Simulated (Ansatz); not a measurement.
# 2H-VSSe monolayer in a perpendicular field

What dipole does a perpendicular field induce in the 2H-VSSe monolayer? A positive field points along +c.

Program: Ansatz 0.2.0. Level of theory: plane-wave DFT, PBE-D3(BJ), Ansatz PAW (set soft_1); PAW set soft_1. Results are calculated unless marked as measured.

Most raw output is cut from this account.

## (1) Set-up

The cell holds 3 atoms: 1 Se, 1 V and 1 S. Cell: a = 3.250 Å, b = 3.250 Å, c = 37.766 Å, α = 90.0°, β = 90.0°, γ = 120.0°. Vacuum lies along c.

## (2) Relaxation

The starting cell is a guess, so the in-plane lattice and the atoms are relaxed first, with the slab cut off from its images along the normal.

Contents of input.yaml:

```yaml
crystal:
  lattice:
    - [3.25, 0.0, 0.0]
    - [-1.625, 2.8145825623, 0.0]
    - [0.0, 0.0, 37.7660927913]
  atoms:
    - { symbol: Se, position: [0.3333333333, 0.6666666667, 0.4554349875] }
    - { symbol: V, position: [0.0, 0.0, 0.5029758306], spin: 1.0 }
    - { symbol: S, position: [0.3333333333, 0.6666666667, 0.5445650125] }
  periodic: [true, true, false]
magnetization:
  spin_polarized: true
kpoints:
  mp_grid: { grid: [12, 12, 1] }
hamiltonian:
  xc: pbe
  dispersion: d3bj
  pseudopotentials: { kind: paw, azcp: { folder: soft_1 } }
scf:
  occupations: { method: fermi_dirac, width: 0.05 }
  convergence: { dr2_threshold: 1.0e-09 }
relax:
  f_tol: 0.004
  max_steps: 90
  cell: {}
output:
  write_potential: true
  write_density: true
  volumetric_format: npy
```

Command:

```
$ ansatz run input.yaml --threads 2 --pin off --max-ram 3072MiB --backend cpu --events-out ev --progress --plain --runs-dir out
```

Elapsed: 1.7 min, on 2 threads of Arm Neoverse V1, shared host; peak memory 0.69 GiB.

Step by step:

| step | energy less that of the first step (eV) | largest force component (eV/Å) | volume (Å³) |
| --- | --- | --- | --- |
| 1 | 0.0000 | 1.9257 | 345.46 |
| 2 | -0.2483 | 0.9525 | 346.62 |
| 3 | -0.2900 | 0.1893 | 341.21 |
| 4 | -0.2925 | 0.0405 | 339.15 |
| 5 | -0.2926 | 0.0028 | 338.84 |
| 6* | -0.2921 | 0.0029 | 338.84 |

Relaxation steps marked * repeat the geometry before them on a plane-wave basis chosen anew for their cell, so energy and pressure can jump there.

Forces are held to the 6 operations that the run works with; a distortion that breaks them can't arise in this run.

| cell as run | before | after | change |
| --- | --- | --- | --- |
| a (Å) | 3.250 | 3.219 | -1.0 % |
| b (Å) | 3.250 | 3.219 | -1.0 % |

The atoms that moved most (Å, along periodic axes as changes of fractional coordinates times the final cell, across vacuum about the mean position):

| atom | dx | dy | dz | length |
| --- | --- | --- | --- | --- |
| S3 | 0.000 | 0.000 | -0.142 | 0.142 |
| Se1 | 0.000 | 0.000 | 0.138 | 0.138 |

The relaxed structure:

```xyz
3
Lattice="3.2187 0.0000 0.0000 -1.6094 2.7875 0.0000 0.0000 0.0000 37.7661" Properties=species:S:1:pos:R:3
Se    0.0000    1.8583   17.3375
V     0.0000    0.0000   19.0004
S     0.0000    1.8583   20.4236
```

This step gave:

```
energy at zero smearing : -9286.8838 eV
total moment            : 0.9147 μB
site moments            : -0.04761, 0.7487, -0.001283 μB
```

Site moment by atom:

| atom | site moment (μB) |
| --- | --- |
| Se1 | -0.048 |
| V2 | 0.749 |
| S3 | -0.001 |

The lattice constant a goes from 3.250 to 3.219 Å.

## (3) Single point, field 0

A sawtooth potential applies the field, turning back in the middle of the vacuum. With the dipole correction the typed value is the field outside the slab. The induced dipole is small, so the SCF threshold is tight.

The cell differs from the one that the last finished run ended in (c 37.766 → 21.086 Å).

Contents of input.yaml:

```yaml
crystal:
  lattice:
    - [3.2187093057, 0.0, 0.0]
    - [-1.6093546528, 2.7874840261, 0.0]
    - [0.0, 0.0, 21.0861347314]
  atoms:
    - { symbol: Se, position: [0.3333333333, 0.6666666667, 0.4268207576], spin: -0.05 }
    - { symbol: V, position: [0.0, 0.0, 0.5056810652], spin: 0.75 }
    - { symbol: S, position: [0.3333333333, 0.6666666667, 0.5731792424] }
magnetization:
  spin_polarized: true
kpoints:
  mp_grid: { grid: [18, 18, 1] }
  band_path:
    path: [[0, 0, 0], [0.5, 0, 0], [0.33333333, 0.33333333, 0], [0, 0, 0]]
    npoints: 16
hamiltonian:
  xc: pbe
  dispersion: d3bj
  pseudopotentials: { kind: paw, azcp: { folder: soft_1 } }
scf:
  occupations: { method: fermi_dirac, width: 0.02585 }
  convergence: { dr2_threshold: 1.0e-10 }
efield:
  axis: 3
  dipole_correction: true
  ramp_position: 0.97
  ramp_width: 0.06
  amplitude: 0
output:
  dos: { projected: true, e_range: [-6, 5] }
  write_potential: true
  write_density: true
  volumetric_format: npy
  elf: true
```

Run time: 35 s. Hardware: 2 threads; peak memory 0.65 GiB; 68 s of CPU time.

This step gave:

```
energy at zero smearing        : -9286.8851 eV
total moment                   : 0.9608 μB
site moments                   : -0.05050, 0.7826, 6.99e-4 μB
work function, upper face      : 5.774 eV
work function, lower face      : 5.342 eV
dipole along the normal        : -0.02145 e·Å
step between the vacuum levels : 0.4326 eV
```

Running mean over a fixed 2.8 Å (it still follows the layers) of the planar mean; the ramp of the sawtooth is left out. Electron's electrostatic potential energy less the Fermi level against z:

z (Å), electron's electrostatic potential energy less the Fermi level (eV) and a bar from the least value:
```
      3.0       5.34 #############################
      3.5       5.34 #############################
      4.0       5.34 #############################
      4.5       5.34 #############################
      5.0       5.34 #############################
      5.5       5.33 #############################
      6.0       5.29 #############################
      6.5       5.09 #############################
      7.0       4.24 ###########################
      7.5       2.71 #######################
      8.0       1.09 ####################
      8.5      -0.68 ################
      9.0      -2.94 ###########
      9.5      -5.51 ######
     10.0      -6.78 ###
     10.5      -7.53 #
     11.0      -8.17 
     11.5      -7.68 #
     12.0      -5.25 ######
     12.5      -2.37 ############
     13.0       0.00 ##################
     13.5       2.49 #######################
     14.0       4.66 ############################
     14.5       5.55 ##############################
     15.0       5.73 ##############################
     15.5       5.76 ##############################
     16.0       5.77 ##############################
     16.5       5.77 ##############################
     17.0       5.77 ##############################
     17.5       5.77 ##############################
     18.0       5.77 ##############################
```

The density of states has structure finer than the step of the table below, so its rows give means over 0.25 eV, whole bins alone (the curve runs from -6 to 1.99 eV). Peaks (eV: height): total -4.620: 5.33, -3.680: 4.63, -3.440: 4.61, -1.530: 7.47, -1.370: 8.24, 1.220: 4.93, 1.310: 10.5; up -4.620: 3.67, -3.710: 3.53, -2.140: 2.23, -1.530: 6.87, -0.510: 3.32, 1.220: 4.93, 1.310: 10.5; down -4.540: 2.59, -3.490: 3.99, -3.440: 4.21, -1.750: 1.96, -1.370: 6.37, -0.870: 2.07, 0.290: 3.19.

Table of density of states by energy, zero at the Fermi level; means over each step; values in states/eV a cell:

| energy (eV) | total | up | down |
| --- | --- | --- | --- |
| -5.75 | 0.299 | 0.266 | 0.0325 |
| -5.50 | 0.898 | 0.479 | 0.420 |
| -5.25 | 1.32 | 0.820 | 0.498 |
| -5.00 | 1.98 | 1.08 | 0.903 |
| -4.75 | 2.73 | 1.56 | 1.17 |
| -4.50 | 3.37 | 1.26 | 2.11 |
| -4.25 | 1.09 | 0.484 | 0.603 |
| -4.00 | 1.57 | 1.06 | 0.507 |
| -3.75 | 3.38 | 2.28 | 1.10 |
| -3.50 | 3.21 | 0.723 | 2.49 |
| -3.25 | 1.27 | 0.725 | 0.547 |
| -3.00 | 2.07 | 1.11 | 0.963 |
| -2.75 | 2.37 | 1.30 | 1.07 |
| -2.50 | 2.85 | 1.58 | 1.27 |
| -2.25 | 2.75 | 1.34 | 1.41 |
| -2.00 | 1.91 | 0.858 | 1.05 |
| -1.75 | 1.78 | 0.663 | 1.11 |
| -1.50 | 4.21 | 2.90 | 1.30 |
| -1.25 | 4.48 | 2.00 | 2.47 |
| -1.00 | 2.75 | 1.26 | 1.49 |
| -0.75 | 1.68 | 0.669 | 1.01 |
| -0.50 | 2.26 | 2.03 | 0.224 |
| -0.25 | 1.04 | 1.04 | 0 |
| 0.00 | 0.810 | 0.337 | 0.473 |
| 0.25 | 1.80 | 0 | 1.80 |
| 0.50 | 1.13 | 0 | 1.13 |
| 0.75 | 0.708 | 0.232 | 0.475 |
| 1.00 | 1.17 | 1.04 | 0.130 |
| 1.25 | 3.54 | 3.54 | 0 |
| 1.50 | 1.63 | 1.63 | 0 |
| 1.75 | 0.962 | 0.870 | 0.0918 |

Projected DOS per atom over height of the atomic layer and energy from the Fermi level. Layers: Se V S from below.

Ten even steps from '_' (0.03 states/eV) to '@' (1.83 states/eV), each cell a mean:
```
..##__
::@@__
__**__
__--__
__##__
__--__
__**..
--++..
%%++--
@@++##
------
--++++
--++++
--::==
--..--
**--%%
--..--
--::==
++--**
--..--
::__..
______
```
Columns: height of the atomic layer (Å) from 9 to 12.1 (not evenly spaced); rows upwards: energy from the Fermi level (eV) from -5.96 to 1.96.

Projected DOS per atom, spin up over height of the atomic layer and energy from the Fermi level. Layers: Se V S from below.

Values in states/eV, 22 rows by 3 columns, each cell a mean:
```
0.20 0.44 0.10
0.44 1.77 0.21
0.17 1.23 0.10
0.01 0.19 0.01
0.00 0.00 0.00
0.01 0.23 0.07
0.13 1.17 0.23
0.13 0.70 0.18
0.70 0.62 0.27
1.01 0.68 0.69
0.31 0.20 0.16
0.26 0.58 0.47
0.33 0.59 0.57
0.34 0.33 0.48
0.25 0.17 0.32
0.60 0.43 0.76
0.38 0.22 0.42
0.26 0.13 0.22
0.55 0.41 0.68
0.35 0.24 0.40
0.22 0.12 0.20
0.07 0.03 0.06
```
Columns: height of the atomic layer (Å) from 9 to 12.1 (not evenly spaced); rows upwards: energy from the Fermi level (eV) from -5.96 to 1.96.

Projected DOS per atom, spin down over height of the atomic layer and energy from the Fermi level. Layers: Se V S from below.

Values in states/eV, 22 rows by 3 columns, each cell a mean:
```
0.18 0.99 0.04
0.00 0.00 0.00
0.00 0.03 0.01
0.02 0.47 0.07
0.09 1.32 0.14
0.03 0.41 0.07
0.02 0.03 0.00
0.45 0.38 0.11
0.80 0.33 0.44
0.83 0.40 0.67
0.31 0.40 0.47
0.31 0.43 0.51
0.33 0.38 0.53
0.33 0.20 0.45
0.35 0.19 0.42
0.66 0.32 0.80
0.25 0.10 0.20
0.49 0.30 0.59
0.50 0.26 0.58
0.31 0.14 0.27
0.20 0.08 0.14
0.01 0.00 0.00
```
Columns: height of the atomic layer (Å) from 9 to 12.1 (not evenly spaced); rows upwards: energy from the Fermi level (eV) from -5.96 to 1.96.

Deep bands are left out, so band numbers here count from the lowest band kept and differ from the log's. Electronic bands along the path, in eV, zero at the Fermi level; # counts the bands kept:

| point | up #5 | up #6 | up #7 | up #8 | down #4 | down #5 | down #6 | down #7 |
| --- | --- | --- | --- | --- | --- | --- | --- | --- |
| Γ | -0.85 | -0.85 | 0.02 | 2.56 | -1.74 | -0.48 | -0.48 | 0.94 |
| halfway | -1.36 | -1.22 | -0.52 | 1.37 | -1.86 | -1.29 | -0.88 | 0.34 |
| M | -1.54 | -0.84 | -0.75 | 1.07 | -2.32 | -1.40 | -0.76 | 0.03 |
| halfway | -2.44 | -1.52 | -0.33 | 0.97 | -2.78 | -2.32 | -1.38 | 0.46 |
| K | -3.19 | -1.60 | -0.13 | 0.71 | -3.25 | -3.15 | -1.43 | 0.70 |
| halfway | -1.73 | -1.12 | -0.49 | 1.25 | -2.39 | -1.50 | -0.98 | 0.32 |
| Γ | -0.85 | -0.85 | 0.02 | 2.56 | -1.74 | -0.48 | -0.48 | 0.94 |

Site moment by atom:

| atom | site moment (μB) |
| --- | --- |
| Se1 | -0.051 |
| V2 | 0.783 |
| S3 | 0.001 |

Spin density in the ca plane at fractional y = 0.667, with atoms of Se and S within 0.2 Å of it.

Ten even steps from '0' (-1.46 × 1e-2 e/Å³) to '9' (8.06 × 1e-2 e/Å³), each cell a mean:
```
11111111111111111111112598321111111111111111
11111111111111111111112598421111111111111111
11111111111111111110012465211111111111111111
11111111111111111100001232100122111111111111
11111111111111111111100111000353211111111111
11111111111111111111200111001353211111111111
11111111111111111100000222100132111111111111
11111111111111111110001354211111111111111111
```
Columns run along c (16.0 Å, from fractional 0.09 to 0.85 of the cell), rows up along a (3.2 Å). Atoms in or near the plane, at fractional coordinates: Se at (0.43, 0.33), S at (0.57, 0.33).

Electrostatic potential energy in the ca plane at fractional y = 0.667, with atoms of Se and S within 0.2 Å of it. With pseudopotentials it is smooth inside the atoms' cores, unlike the true potential.

Ten even steps from '0' (-30 eV) to '9' (5 eV), each cell a mean:
```
99999999999999999998887645788999999999999999
99999999999999999998887645788999999999999999
99999999999999999986677766777789999999999999
99999999999999999743336787621158999999999999
99999999999999999648953788400017999999999999
99999999999999999548953787300017999999999999
99999999999999999744435788610048999999999999
99999999999999999875567777776689999999999999
```
Columns run along c (16.0 Å, from fractional 0.09 to 0.85 of the cell; values clipped at the 3rd and 97th percentile), rows up along a (3.2 Å). Atoms in or near the plane, at fractional coordinates: Se at (0.43, 0.33), S at (0.57, 0.33).

ELF in the ca plane at fractional y = 0.667, with atoms of Se and S within 0.2 Å of it. It is the smooth field of the valence electrons, not physical close to the nuclei.

Ten even steps from '0' (0.00) to '9' (0.93), each cell a mean:
```
00000000000000000123432111133321000000000000
00000000000000000122331111122210000000000000
00000000000000024567775211477765310000000000
00000000000001368887777423787899752000000000
00000000000002579984257424751499974100000000
00000000000002579983147424740399974100000000
00000000000001368987677424786799852100000000
00000000000000125777776212578876420000000000
```
Columns run along c (16.0 Å, from fractional 0.09 to 0.85 of the cell), rows up along a (3.2 Å). Atoms in or near the plane, at fractional coordinates: Se at (0.43, 0.33), S at (0.57, 0.33).

The work function of the upper face is 5.77 eV.

## (4) Single point, field 0.1 V/Å

input.yaml: that of step 3 with these lines changed.

```diff
@@ -26,7 +26,6 @@
   dipole_correction: true
-  ramp_position: 0.97
-  ramp_width: 0.06
-  amplitude: 0
+  ramp_position: 0.9407
+  ramp_width: 0.1114
+  amplitude: 0.1
 output:
-  dos: { projected: true, e_range: [-6, 5] }
   write_potential: true
@@ -34,2 +33 @@
   volumetric_format: npy
-  elf: true
```

It took 34 s on 2 threads; peak memory 0.65 GiB.

The dipole is 0.00483 e·Å, 0.0263 e·Å from its value without field.

## (5) Atoms held, field -0.1 V/Å

input.yaml: that of step 4 with these lines changed.

```diff
@@ -28,3 +28,3 @@
   ramp_width: 0.1114
-  amplitude: 0.1
+  amplitude: -0.1
 output:
```

The job ended after 30 s (2 threads; peak memory 0.65 GiB).

The dipole is -0.0477 e·Å, -0.0263 e·Å from its value without field.

## (6) Response, atoms held

This step: plane-wave DFT, PBE-D3(BJ), Ansatz PAW (set soft_1); response to a field along the normal, atoms held; PAW set soft_1 (Ansatz 0.2.0).

The dipoles give the slope, and the difference of two potentials shows where the field is screened.

This step gave:

```yaml
equivalent_conductor_thickness_p_eps_0ae: 5.299 Å
distance_between_the_outer_atoms: 3.086 Å
```

Dipole of the cell against applied field:

| applied field (V/Å) | dipole of the cell (e·Å) |
| --- | --- |
| -0.1000 | -0.0477 |
| 0.0000 | -0.0214 |
| 0.1000 | 0.00483 |

Table of total moment by applied field:

| applied field (V/Å) | total moment (μB) |
| --- | --- |
| -0.1000 | 0.964 |
| 0.0000 | 0.961 |
| 0.1000 | 0.957 |

Local field over the applied field, running mean. From the potentials at -0.1 and 0.1 V/Å; running mean over 2.5 Å. Table of local field over applied field by z:

z (Å), local field over applied field and a bar:
```
     4.10      0.999 ##############################
     4.39      0.999 ##############################
     4.83      0.997 ##############################
     5.13      0.993 ##############################
     5.56      0.983 #############################
     5.86      0.970 #############################
     6.15      0.946 ############################
     6.59      0.881 ##########################
     6.88      0.812 ########################
     7.18      0.723 ######################
     7.61      0.573 #################
     7.91      0.470 ##############
     8.35      0.314 #########
     8.64      0.218 ######
     8.93      0.143 ####
     9.37      0.078 ##
     9.66      0.056 #
     9.96      0.040 
    10.40      0.024 
    10.69      0.025 
    11.13      0.042 #
    11.42      0.057 #
    11.71      0.082 ##
    12.15      0.164 ####
    12.45      0.250 #######
    12.74      0.352 ##########
    13.18      0.512 ###############
    13.47      0.617 ##################
    13.91      0.766 #######################
    14.20      0.849 #########################
    14.50      0.909 ###########################
    14.94      0.961 #############################
    15.23      0.979 #############################
    15.52      0.989 ##############################
    15.96      0.996 ##############################
    16.25      0.998 ##############################
    16.69      0.999 ##############################
    16.99      1.000 ##############################
```

Electrons, planar mean, per unit field. Table of induced electron density by z:

| z (Å) | induced electron density (e/Å³ per V/Å) |
| --- | --- |
| 4.10 | 2.6e-6 |
| 4.39 | 5.1e-6 |
| 4.83 | 1.4e-5 |
| 5.13 | 2.8e-5 |
| 5.56 | 7.5e-5 |
| 5.86 | 1.4e-4 |
| 6.15 | 2.6e-4 |
| 6.59 | 6.2e-4 |
| 6.88 | 0.00106 |
| 7.18 | 0.00175 |
| 7.61 | 0.00312 |
| 7.91 | 0.00366 |
| 8.35 | 0.00222 |
| 8.64 | 9.3e-4 |
| 8.93 | 8.3e-4 |
| 9.37 | 8.7e-4 |
| 9.66 | 4.6e-5 |
| 9.96 | -0.00114 |
| 10.40 | -2.5e-4 |
| 10.69 | 9.7e-4 |
| 11.13 | 7.1e-4 |
| 11.42 | -2.4e-4 |
| 11.71 | -0.00107 |
| 12.15 | -5.3e-4 |
| 12.45 | -0.00125 |
| 12.74 | -0.00310 |
| 13.18 | -0.00372 |
| 13.47 | -0.00280 |
| 13.91 | -0.00139 |
| 14.20 | -8.0e-4 |
| 14.50 | -4.5e-4 |
| 14.94 | -1.8e-4 |
| 15.23 | -9.2e-5 |
| 15.52 | -4.7e-5 |
| 15.96 | -1.7e-5 |
| 16.25 | -8.5e-6 |
| 16.69 | -3.0e-6 |
| 16.99 | -1.5e-6 |

By hand: between -0.1 and 0.1 V/Å the dipole changes by 0.05254 e·Å, a slope of 0.2627 e·Å²/V. A perfect conductor of thickness t has p = ε₀AEt, so t = 180.95 × 0.2627 / 8.972 = 5.30 Å (e/ε₀ = 180.95 V·Å, A in Å²).

The induced dipole is that of a conductor 5.30 Å thick.

## (7) Results

| Property | Result |
| --- | --- |
| gap without field | none |
| work function, upper face | 5.77 eV |
| step between the vacuum levels | 0.433 eV |
| equivalent conductor thickness, atoms held | 5.30 Å |

The induced dipole equals that of a perfect conductor 5.30 Å thick, while the outer atoms lie 3.09 Å apart. The two faces differ: the vacuum level above lies 0.43 eV higher than the one below. There is no gap over 0.03 eV, with or without the field. For an open d or f shell that can be the fault of a semilocal functional without a Hubbard term. The magnetic order is the one reached from the typed start; other orders were not compared. Spin-orbit coupling is left out.

[Logs are printed without paths, hosts, clocks, repeated set-up lines and the standing remarks that a program may print on its own settings, such as how far it seeks lower states.]

[Hosts, paths, dates, database ids (printed as entryN), source tags and the programs' standing remarks are cut or masked in the printed files.]

[Maps of the electrostatic potential energy from Ansatz leave out the sawtooth potential of an applied field or a dipole correction, so their vacuum need not be flat; planar profiles and work functions include it.]
